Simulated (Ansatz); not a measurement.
**What Y2SOF2 (built on the sites of a database entry of YSF) distorts into**

Aim: this structure of Y2SOF2 (built on the sites of a database entry of YSF) is to be tested for unstable modes, and one is followed downhill.

Main program and level: Ansatz 0.2.0; DFT PBEsol, scalar-relativistic, plane waves, PAW.

The structure was built from a prototype and need not be the compound's stable phase.

## 1. Set-up

Symmetry: P4mm, No. 99, tetragonal system. The conventional cell has a = 3.465 Å, b = 3.465 Å, c = 7.101 Å, α = 90.00°, β = 90.00°, γ = 90.00°. Nearest to Y lie 4 F at 2.27 Å and 4 S at 2.70 Å. Y has 4 F at 2.46 Å and 4 O at 2.48 Å and 1 S at 2.74 Å nearest. O has 4 Y at 2.48 Å nearest. S has 5 Y at 2.70 to 2.74 Å nearest. Nearest to F lie 4 Y at 2.27 to 2.46 Å. Farther neighbours and most contacts between anions are not listed.

Coordinates:

```cif
data_structure
_symmetry_space_group_name_H-M 'P 1'
_symmetry_Int_Tables_number 1
_cell_length_a 3.4652
_cell_length_b 3.4652
_cell_length_c 7.1008
_cell_angle_alpha 90.000
_cell_angle_beta 90.000
_cell_angle_gamma 90.000
_cell_volume 85.26
loop_
_atom_site_label
_atom_site_type_symbol
_atom_site_fract_x
_atom_site_fract_y
_atom_site_fract_z
_atom_site_occupancy
Y1 Y 0.00000 0.50000 0.20227 1
Y2 Y 0.50000 0.00000 0.74879 1
O3 O 0.00000 0.50000 0.69510 1
S4 S 0.50000 0.00000 0.36312 1
F5 F 0.00000 0.00000 0.99536 1
F6 F 0.50000 0.50000 0.99536 1
```

## 2. The dispersion

The cell comes from relaxations at this level that are not shown. The mesh has a single point along some directions, so zone-edge points there are not solved. Linear response on a 2×2×1 q mesh gives force constants as far as a supercell of that size would, and the tensors from the zone-centre run are typed in so that the long-range dipole term is interpolated apart.

The input, input.yaml:

```yaml
crystal:
  lattice:
    - [3.4651963628, 0.0, 0.0]
    - [0.0, 3.4651963628, 0.0]
    - [0.0, 0.0, 7.1008233715]
  atoms:
    - { symbol: "Y", position: [0.0, 0.5, 0.2022743338] }
    - { symbol: "Y", position: [0.5, 0.0, 0.7487887792] }
    - { symbol: O, position: [0.0, 0.5, 0.6950974598] }
    - { symbol: S, position: [0.5, 0.0, 0.3631213668] }
    - { symbol: F, position: [0.0, 0.0, -0.0046409698] }
    - { symbol: F, position: [0.5, 0.5, -0.0046409698] }
kpoints:
  mp_grid: { grid: [8, 8, 4] }
hamiltonian:
  xc: pbesol
scf:
  occupations: { method: fixed }
output:
  eigenvalues: true
phonons:
  method: dfpt
  qmesh: [2, 2, 1]
  temperatures: { t_max: 1000, t_step: 50 }
  qpath:
    path:
      - [[0.0, 0.0, 0.0], [0.0, 0.5, 0.0], [0.5, 0.5, 0.0], [0.0, 0.0, 0.0], [0.0, 0.0, 0.5], [0.0, 0.5, 0.5], [0.5, 0.5, 0.5], [0.0, 0.0, 0.5]]
      - [[0.0, 0.5, 0.0], [0.0, 0.5, 0.5]]
      - [[0.5, 0.5, 0.0], [0.5, 0.5, 0.5]]
    npoints: 10
  non_analytic_term:
    high_frequency_dielectric_tensor: [[5.421, 0.0, 0.0], [0.0, 5.421, 0.0], [0.0, 0.0, 4.3488]]
    born_effective_charges:
      - { species: "Y", tensor: [[3.8837, 0.0, 0.0], [0.0, 3.8837, 0.0], [0.0, 0.0, 3.3588]] }
      - { species: "Y", tensor: [[4.0958, 0.0, 0.0], [0.0, 4.0958, 0.0], [0.0, 0.0, 4.0153]] }
      - { species: O, tensor: [[-3.1732, 0.0, 0.0], [0.0, -3.1732, 0.0], [0.0, 0.0, -1.6871]] }
      - { species: S, tensor: [[-2.2778, 0.0, 0.0], [0.0, -2.2778, 0.0], [0.0, 0.0, -1.4452]] }
      - { species: F, tensor: [[-1.0701, 0.0, 0.0], [0.0, -1.4585, 0.0], [0.0, 0.0, -2.121]] }
      - { species: F, tensor: [[-1.4585, 0.0, 0.0], [0.0, -1.0701, 0.0], [0.0, 0.0, -2.121]] }
    source: "zone-centre run at this cell"
```

On the command line:

```sh
$ ansatz run input.yaml --threads 8 --pin off --max-ram 14336MiB --backend cpu --events-out ev --progress --plain --runs-dir out
```

Numbers of over 12 decimals in the logs are rounded to 6 here.

The log of the run:

```text
Warning: phonons: the dynamical matrix that this run interpolates holds no multipole term above the dipole-dipole one, and a site of this crystal is no centre of inversion, so its interpolated transverse optical and acoustic branches and sound speeds can stay off near Gamma, and the density of states and the thermodynamics with them. What a run solves at a wave vector of phonons.qpoints, Gamma apart, where the deck admits one, is free of this, and under fd what a larger phonons.supercell samples
Engine: ansatz 0.2.0, aarch64-unknown-linux-gnu
Pseudopotentials: kind: paw
Pseudopotential: Y, paw, valence charge 11, recommended cutoff 420 eV (normal), Y.paw.azcp
Pseudopotential: O, paw, valence charge 6, recommended cutoff 420 eV (normal), O.paw.azcp
Pseudopotential: S, paw, valence charge 6, recommended cutoff 420 eV (normal), S.paw.azcp
Pseudopotential: F, paw, valence charge 7, recommended cutoff 420 eV (normal), F.paw.azcp
Functional definition: PBEsol
  exchange = pbesol_x
  correlation = pbesol_c
Crystal: 6 atoms, lattice volume = 85.264 Å³
Basis set: ecut = 420 eV, 1643 PW (Γ), exchange–correlation on 48×48×96 points (8 copies of the dense FFT grid, shifted against one another)
Bands: 30, of which v1, the nominal top of the filled ones, is band 24 counted from 1 (23 counted from 0)
Symmetry: 8 space group operations
k-points: 45 of 256 (time reversal used)
Non-local potential: Y, projectors of the file, l = 0: 3, l = 1: 2, l = 2: 2, l = 3: 1
Non-local potential: O, projectors of the file, l = 0: 2, l = 1: 2, l = 2: 1
Non-local potential: S, projectors of the file, l = 0: 2, l = 1: 2, l = 2: 2
Non-local potential: F, projectors of the file, l = 0: 2, l = 1: 2, l = 2: 1
PAW form: soft (Blöchl's): semilocal exchange-correlation on the pseudo side does not see the compensation charge
PAW frozen core: Y, regenerated for the run's functional, and the local potential with it (the file was generated under x = pbe(κ = 0.804, μ = 0.219515), c = pbe(β = 0.066725))
PAW frozen core: O, regenerated for the run's functional, and the local potential with it (the file was generated under x = pbe(κ = 0.804, μ = 0.219515), c = pbe(β = 0.066725))
PAW frozen core: S, regenerated for the run's functional, and the local potential with it (the file was generated under x = pbe(κ = 0.804, μ = 0.219515), c = pbe(β = 0.066725))
PAW frozen core: F, regenerated for the run's functional, and the local potential with it (the file was generated under x = pbe(κ = 0.804, μ = 0.219515), c = pbe(β = 0.066725))
PAW one-centre angular grid: Y, 590 points (default); XC on 64 Gauss nodes
PAW one-centre angular grid: O, 110 points (default); XC on 64 Gauss nodes
PAW one-centre angular grid: S, 110 points (default); XC on 64 Gauss nodes
PAW one-centre angular grid: F, 110 points (default); XC on 64 Gauss nodes
Initial density: superposition of atomic densities (neutral atoms: chi_scale 0, normalization atom), corrected by the library's trained network
Initial wavefunctions: pseudopotential atomic-orbital guess
Functional: x = pbesol(κ = 0.804, μ = 0.123457), c = pbesol(β = 0.046)
SCF iter   1: F=—  HF=-10648.353211 eV  |F-HF|=—  |Δ(HF+E_count)|=         —  Δρ=1.57e-2  dr2=1.70e-1  ethr=1.77e-3  ⟨swp⟩=5.0  Hψ=5246  notcnv=0  defer=167
preconditioner: auto → none  [insulator: Δε(μ)=1.627 eV  Ē_g=15.981 eV  n_scr=16 (ndim 8)  ℏωp=26.7 eV  f_vac=0.000  ε∞_Penn≈3.8]
SCF iter   2: F=—  HF=-10648.344627 eV  |F-HF|=—  |Δ(HF+E_count)|=   8.58e-3  Δρ=1.32e-2  dr2=1.39e-1  ethr=3.54e-4  ⟨swp⟩=2.2  Hψ=2771  notcnv=0  defer=177
SCF iter   3: F=—  HF=-10648.314136 eV  |F-HF|=—  |Δ(HF+E_count)|=   3.05e-2  Δρ=2.12e-3  dr2=3.00e-3  ethr=2.89e-4  ⟨swp⟩=2.0  Hψ=2010  notcnv=0  defer=174
SCF iter   4: F=—  HF=-10648.314028 eV  |F-HF|=—  |Δ(HF+E_count)|=   1.08e-4  Δρ=9.18e-4  dr2=3.78e-4  ethr=6.24e-6  ⟨swp⟩=2.0  Hψ=2319  notcnv=0  defer=180
SCF iter   5: F=—  HF=-10648.314254 eV  |F-HF|=—  |Δ(HF+E_count)|=   2.26e-4  Δρ=3.42e-4  dr2=8.46e-5  ethr=7.87e-7  ⟨swp⟩=2.7  Hψ=2278  notcnv=0  defer=180
SCF iter   6: F=—  HF=-10648.314267 eV  |F-HF|=—  |Δ(HF+E_count)|=   1.39e-5  Δρ=1.11e-4  dr2=5.59e-6  ethr=1.76e-7  ⟨swp⟩=2.0  Hψ=1826  notcnv=0  defer=65
SCF iter   7: F=—  HF=-10648.314269 eV  |F-HF|=—  |Δ(HF+E_count)|=   1.67e-6  Δρ=3.17e-5  dr2=1.33e-6  ethr=1.16e-8  ⟨swp⟩=2.0  Hψ=2227  notcnv=0  defer=64
SCF iter   8: F=—  HF=-10648.314267 eV  |F-HF|=—  |Δ(HF+E_count)|=   1.76e-6  Δρ=1.07e-5  dr2=3.80e-8  ethr=2.77e-9  ⟨swp⟩=2.0  Hψ=1790  notcnv=0  defer=64
SCF iter   9: F=—  HF=-10648.314267 eV  |F-HF|=—  |Δ(HF+E_count)|=   2.26e-8  Δρ=3.22e-6  dr2=4.60e-9  ethr=7.91e-11  ⟨swp⟩=2.0  Hψ=1906  notcnv=0  defer=64
SCF iter  10: F=—  HF=-10648.314267 eV  |F-HF|=—  |Δ(HF+E_count)|=   1.82e-9  Δρ=3.74e-7  dr2=4.72e-11  ethr=9.59e-12  ⟨swp⟩=2.1  Hψ=1942  notcnv=0  defer=64
SCF iter  11: F=-10648.314267 eV  HF=-10648.314267 eV  |F-HF|=3.64e-12  |Δ(HF+E_count)|=  6.18e-11  Δρ=8.56e-8  dr2=5.15e-12  ethr=1.00e-12  ⟨swp⟩=12.3  Hψ=7345  notcnv=0
SCF 1 converged in 11 iterations: F = -10648.314267 eV  dr2 = 5.15e-12
  greatest PAW one-centre occupation: 0.993 electrons in one spin orbital (limit 2), on the Y atom at site 0 (counted from 0), in its partial waves of l = 0
NSCF: frozen V_eff on 45 k-points
NSCF: frozen V_eff on 75 k-points
DFPT response loops at q = (0, 0, 0) (fractional): preconditioner auto → Resta (q_TF=auto, 2.479 Å⁻¹)  ε∞=5.7 (no band partly filled); β = 1.00, the filter's whole step (`scf.mixing.beta` (0.50) is not read by the response loops at its default; to damp them type it under 1.00, their step now; it binds the ground state too); Broyden in place of MSR1
NSCF: frozen V_eff on 150 k-points
DFPT response loops at q = (0, -0.5, 0) (fractional): mixed as the last ones told, above
NSCF: frozen V_eff on 150 k-points
DFPT response loops at q = (-0.5, -0.5, 0) (fractional): mixed as the last ones told, above
SCF converged after 11 iterations
Free energy (F): -10648.314267 eV
Harris-Foulkes:  -10648.314267 eV  (|F-HF|=3.64e-12)
Internal energy: -10648.314267 eV  (E = F + TS)
E sigma→0 (E₀):  -10648.314267 eV
Fermi energy:    9.481547 eV
--- Per-component energies (eV) ---
  E_band       = -191.150720
  E_kinetic    = 1307.846387
  E_local      = -2894.514927  (includes V_loc(G=0)·N_el)
  E_nonlocal   = 326.216440
  E_hartree    = 1068.418688
  E_xc         = -674.633791
  E_vxc        = -786.667623  (∫ρ·V_xc dr)
  E_paw        = -6670.262122  (= ΣΔE_a)
  E_vpaw       = -280.874790  (= ΣTr[D̂ρ^β])
  E_aug_tail   = 0.006426  (compensation charges beyond the density's cutoff)
  E_ewald      = -3111.871037
  E_core_change = 0.479668  (= ΣΔE_core)
  E_smearing   = -0.000000  (= −TS)
  E_closure    = -0.000000  (closes the sum)
  Σ components = -10648.314267   (vs F -10648.314267, Δ=0.00e0)
--- Band table (eV; the first three rows and the last of 45) ---
  k-point 0: bands = [... 20 lower, 8.5995, 9.3202, 9.3202, 9.4815, 11.3253, 12.9058, 13.5081, 14.6822, ... 2 higher]
  k-point 1: bands = [... 20 lower, 8.6417, 9.2771, 9.2771, 9.2933, 11.4523, 12.7193, 13.5857, 14.6908, ... 2 higher]
  k-point 2: bands = [... 20 lower, 8.6905, 9.1083, 9.2277, 9.2277, 11.6268, 12.4880, 13.6571, 14.6998, ... 2 higher]
  k-point 44: bands = [... 20 lower, 7.8686, 8.3196, 8.3196, 9.0653, 14.4308, 14.4308, 14.6755, 15.2378, ... 2 higher]
--- Phonons (Γ-DFPT): 11 representative perturbations + reference (Σ response iterations 33) ---
  ASR residual: 6.554e-5 → 0.000e0 eV/Å²; symmetrization residual: 3.109e-6 eV/Å²
  ASR residual per site (eV/Å²): 2.76e-5 1.40e-5 3.95e-5 4.57e-5 6.55e-5 6.55e-5
  Γ frequencies (cm⁻¹): -124.43 -124.43 0.00 0.00 0.00 124.39 124.39 204.30 223.04 223.04 254.97 271.68 283.80 283.80 339.38 434.55 434.55 438.99
--- Phonons (arbitrary-q DFPT): 3 irreducible q on the 2×2×1 mesh ---
  q = [0.0000, 0.0000, 0.0000] (star 1, of the zone-centre solve; hermiticity 4.05e-7, symmetrization 1.98e-13): -124.43 -124.43 -0.00 -0.00 0.00 124.39 124.39 204.30 223.04 223.04 254.97 271.68 283.80 283.80 339.38 434.55 434.55 438.99
  q = [0.0000, -0.5000, 0.0000] (star 2, 18 solved perturbations on 75 of 256 k-point pairs; hermiticity 2.57e-7, symmetrization 2.36e-8): -63.43 107.47 147.22 154.66 185.12 222.06 240.39 245.77 250.61 260.22 297.52 305.46 313.72 327.19 365.13 390.95 419.94 429.81
  q = [-0.5000, -0.5000, 0.0000] (star 1, 11 solved perturbations in 705 linear systems a pass and spin channel, the states on 75 of 256 k-point pairs; hermiticity 5.08e-7, symmetrization 1.85e-8): -117.96 -117.96 63.44 112.41 122.79 204.32 204.32 238.23 238.23 248.05 296.22 301.42 320.72 320.72 348.36 348.36 423.73 494.25
  sum rule: each row above includes the acoustic sum rule's correction from the zone centre's row sums; it moved no ω² by more than (0.97 cm⁻¹)²
  mesh force constants: q→R imaginary residual 0.00e0; ASR residual 6.554e-5 → 0.000e0 eV/Å²; symmetrization residual 7.105e-15 eV/Å²
  interpolated dispersion: 94 rows × 18 modes
  density of states and harmonic sums: on the 18×18×9 q-mesh, interpolated from the force constants of a 2×2×1 supercell (with the dipole–dipole term of supplied tensors)
  largest difference from the sums on the solved wave vectors: F 1.90e-1 eV, S 2.80e-4 and C_V 8.96e-5 eV/K
  zero-point energy: 0.274436 eV/cell   skipped modes (ω ≤ 0): 348, of them read as no rigid motion or as one in doubt: 345 (1.205e0 modes/cell left out, lowest -124.43 cm⁻¹)   left out of the sums: 6.70e-2 of the cell's modes: C_V's classical limit lies that fraction below 3 k_B per atom; for a crystal, a wire or a layer, F and S can be off by more, and a phonons.interpolated_qmesh denser along its periods is the remedy for the sampling
```

Wall time 74 s (8 threads of Arm Neoverse V2, shared host); peak memory 0.92 GiB.

Reading the cycles: dr2 is the Hartree energy of the density residual (eV), the measure of convergence; HF is the Harris–Foulkes estimate of the energy, which meets the free energy F at convergence.

This step gave:

```yaml
gap_on_the_k_mesh: 1.844 eV
volume_per_atom: 14.21 Å³
sum_rule_residual_before_enforcement: 6.55e-5 eV/Å²
point_group: 4mm
highest_optical_mode_at_the_zone_centre_no_lo_to_term: 439.0 cm⁻¹
lowest_optical_zone_centre_mode: -124.4 cm⁻¹
lowest_mode_on_the_q_mesh_acoustic_modes_at_gamma_apart: -124.4 cm⁻¹
highest_frequency_at_a_solved_wavevector_no_lo_to_term_at_gamma: 494.2 cm⁻¹
```

Frequencies (cm⁻¹) solved at each irreducible wavevector; negative means imaginary. Frequencies by wavevector, by row:

| q in reciprocal lattice units | star | mode 1 | mode 2 | mode 3 | mode 4 | mode 16 | mode 17 | mode 18 |
| --- | --- | --- | --- | --- | --- | --- | --- | --- |
| 0 0 0 | 1 | -124.4 | -124.4 | 0 | 0 | 434.6 | 434.6 | 439 |
| 0 -0.5 0 | 2 | -63.4 | 107.5 | 147.2 | 154.7 | 390.9 | 419.9 | 429.8 |
| -0.5 -0.5 0 | 1 | -118 | -118 | 63.4 | 112.4 | 348.4 | 423.7 | 494.2 |

Symmetry leaves 3 wavevectors to solve. The lowest mode among them, the acoustic zeros apart, lies at Γ and is imaginary, 124.4i cm⁻¹, so the energy falls along it.

## 3. The mode frozen in, largest atomic shift 0 Å

The mode followed lies at Γ with frequency 124.4i cm⁻¹ and is 2-fold degenerate, the softest among the wavevectors solved. At small amplitude the distorted cell has space group no. 6 by a symmetry search on the positions. The undistorted cell that holds it gives the zero of energy on the same k mesh.

The input, input.yaml:

```yaml
crystal:
  lattice:
    - [3.4651963628, 0.0, 0.0]
    - [0.0, 3.4651963628, 0.0]
    - [0.0, 0.0, 7.1008233715]
  atoms:
    - { symbol: "Y", position: [0.0, 0.5, 0.2022743338] }
    - { symbol: "Y", position: [0.5, 0.0, 0.7487887792] }
    - { symbol: O, position: [0.0, 0.5, 0.6950974598] }
    - { symbol: S, position: [0.5, 0.0, 0.3631213668] }
    - { symbol: F, position: [0.0, 0.0, 0.9953590302] }
    - { symbol: F, position: [0.5, 0.5, 0.9953590302] }
kpoints:
  mp_grid: { grid: [8, 8, 4] }
hamiltonian:
  xc: pbesol
scf:
  occupations: { method: gaussian, width: 0.02 }
output:
  forces: true
  stress: true
  eigenvalues: true
```

The log of the run:

```text
[...]
Crystal: 6 atoms, lattice volume = 85.264 Å³
Basis set: ecut = 420 eV, 1643 PW (Γ), exchange–correlation on 48×48×96 points (8 copies of the dense FFT grid, shifted against one another)
Bands: 30, of which v1, the nominal top of the filled ones, is band 24 counted from 1 (23 counted from 0)
Symmetry: 8 space group operations
[...]
k-points: 45 of 256 (time reversal used)
[...]
k-point 0: bands = [... 20 lower, 8.5994, 9.3201, 9.3201, 9.4815, 11.3253, 12.9058, 13.5081, 14.6821, ... 1 higher]
  k-point 1: bands = [... 20 lower, 8.6417, 9.2771, 9.2771, 9.2933, 11.4523, 12.7193, 13.5857, 14.6908, ... 1 higher]
  k-point 2: bands = [... 20 lower, 8.6905, 9.1082, 9.2276, 9.2276, 11.6268, 12.4880, 13.6571, 14.6997, ... 1 higher]
  k-point 44: bands = [... 20 lower, 7.8686, 8.3196, 8.3196, 9.0653, 14.4308, 14.4308, 14.6755, 15.2378, ... 1 higher]
[key lines of the parts left out:]
SCF converged after 7 iterations
Free energy (F): -10648.314267 eV
Fermi energy:    10.403423 eV
P = ⅓ Tr σ = 0.0006 GPa (0.006 kbar)
```

Elapsed: 1.2 s, on 8 threads; peak memory 0.44 GiB.

Numbers from this step:

```yaml
pressure: 5.66e-4 GPa
energy_from_the_undistorted_cell: 0 meV/atom
```

At this level the gap is 1.84 eV on the k-mesh of the self-consistent run, which can miss the band edges.

## 4. The mode frozen in, largest atomic shift 0.22 Å

The atoms are moved along the unstable eigenvector, the largest shift by 0.22 Å, with the cell fixed.

input.yaml, the sections that differ from step 3:

```yaml
crystal:
  lattice:
    - [3.4651963628, 0.0, 0.0]
    - [0.0, 3.4651963628, 0.0]
    - [0.0, 0.0, 7.1008233715]
  atoms:
    - { symbol: "Y", position: [0.0, 0.4940221081, 0.2022743338] }
    - { symbol: "Y", position: [0.5, 0.0233298388, 0.7487887792] }
    - { symbol: O, position: [0.0, 0.4365115344, 0.6950974598] }
    - { symbol: S, position: [0.5, -0.0091231643, 0.3631213668] }
    - { symbol: F, position: [0.0, -0.0097599587, 0.9953590302] }
    - { symbol: F, position: [0.5, 0.4974195128, 0.9953590302] }
# kpoints, hamiltonian, scf, output: as in step 3
```

The log of the run:

```text
[...]
Crystal: 6 atoms, lattice volume = 85.264 Å³
Basis set: ecut = 420 eV, 1643 PW (Γ), exchange–correlation on 48×48×96 points (8 copies of the dense FFT grid, shifted against one another)
Bands: 30, of which v1, the nominal top of the filled ones, is band 24 counted from 1 (23 counted from 0)
Symmetry: 2 space group operations
[...]
k-points: 90 of 256 (time reversal used)
[...]
k-point 0: bands = [... 20 lower, 8.3572, 9.1537, 9.2261, 9.4021, 11.5714, 13.2887, 13.5727, 14.6736, ... 1 higher]
  k-point 1: bands = [... 20 lower, 8.3905, 9.0581, 9.1925, 9.2775, 11.6523, 13.1440, 13.6403, 14.6893, ... 1 higher]
  k-point 2: bands = [... 20 lower, 8.4267, 8.9107, 9.1560, 9.2033, 11.7505, 12.9831, 13.7029, 14.6930, ... 1 higher]
  k-point 89: bands = [... 20 lower, 7.8692, 8.2593, 8.2910, 8.9130, 14.4164, 14.4257, 14.8794, 15.3113, ... 1 higher]
[key lines of the parts left out:]
SCF converged after 7 iterations
Free energy (F): -10648.334875 eV
Fermi energy:    10.486742 eV
P = ⅓ Tr σ = 1.5588 GPa (15.588 kbar)
```

Run time: 2.2 s. Hardware: 8 threads; peak memory 0.51 GiB; 16 s of CPU time.

This step gave:

| Item | Value |
| --- | --- |
| pressure | 1.559 GPa |
| gap on the k-mesh | 2.169 eV |
| energy from the undistorted cell | -3.435 meV/atom |

The energy, extrapolated to zero smearing, is -3.44 meV/atom against the undistorted cell.

The run ends at a pressure of 1.56 GPa, with forces up to 0.14 eV/Å.

## 5. Energy along the mode, all amplitudes (two of the runs are shown above)

An imaginary frequency means negative curvature, so the energy should fall and then rise again as anharmonic terms take over.

This step gave:

| Quantity | Value |
| --- | --- |
| depth at the lowest point sampled | 3.435 meV/atom |
| largest atomic shift at that point | 0.22 Å |

Energy from the parent against largest atomic shift:

| largest atomic shift (Å) | energy from the parent (meV/atom) |
| --- | --- |
| 0.000 | 0 |
| 0.040 | -0.223 |
| 0.080 | -0.845 |
| 0.140 | -2.20 |
| 0.220 | -3.44 |
| 0.320 | -0.071 |
| 0.450 | 22.8 |

Displacement at unit largest shift by atom:

| atom | x (Å) | y (Å) | z (Å) | size |
| --- | --- | --- | --- | --- |
| Y1 | 0.00 | -0.09 | 0.00 | 0.09 |
| Y2 | 0.00 | 0.37 | 0.00 | 0.37 |
| O3 | 0.00 | -1.00 | 0.00 | 1.00 |
| S4 | 0.00 | -0.14 | 0.00 | 0.14 |
| F5 | 0.00 | -0.15 | 0.00 | 0.15 |
| F6 | 0.00 | -0.04 | 0.00 | 0.04 |

The lowest of the steps tried is at 0.22 Å, 3.44 meV/atom below the parent; the bottom of the well need not coincide with a step.

(Continued in part 2 of 3.)

[Logs are printed without paths, hosts, clocks, repeated set-up lines and the standing remarks that a program may print on its own settings, such as how far it seeks lower states.]

[Hosts, paths, dates, database ids (printed as entryN), source tags and the programs' standing remarks are cut or masked in the printed files.]
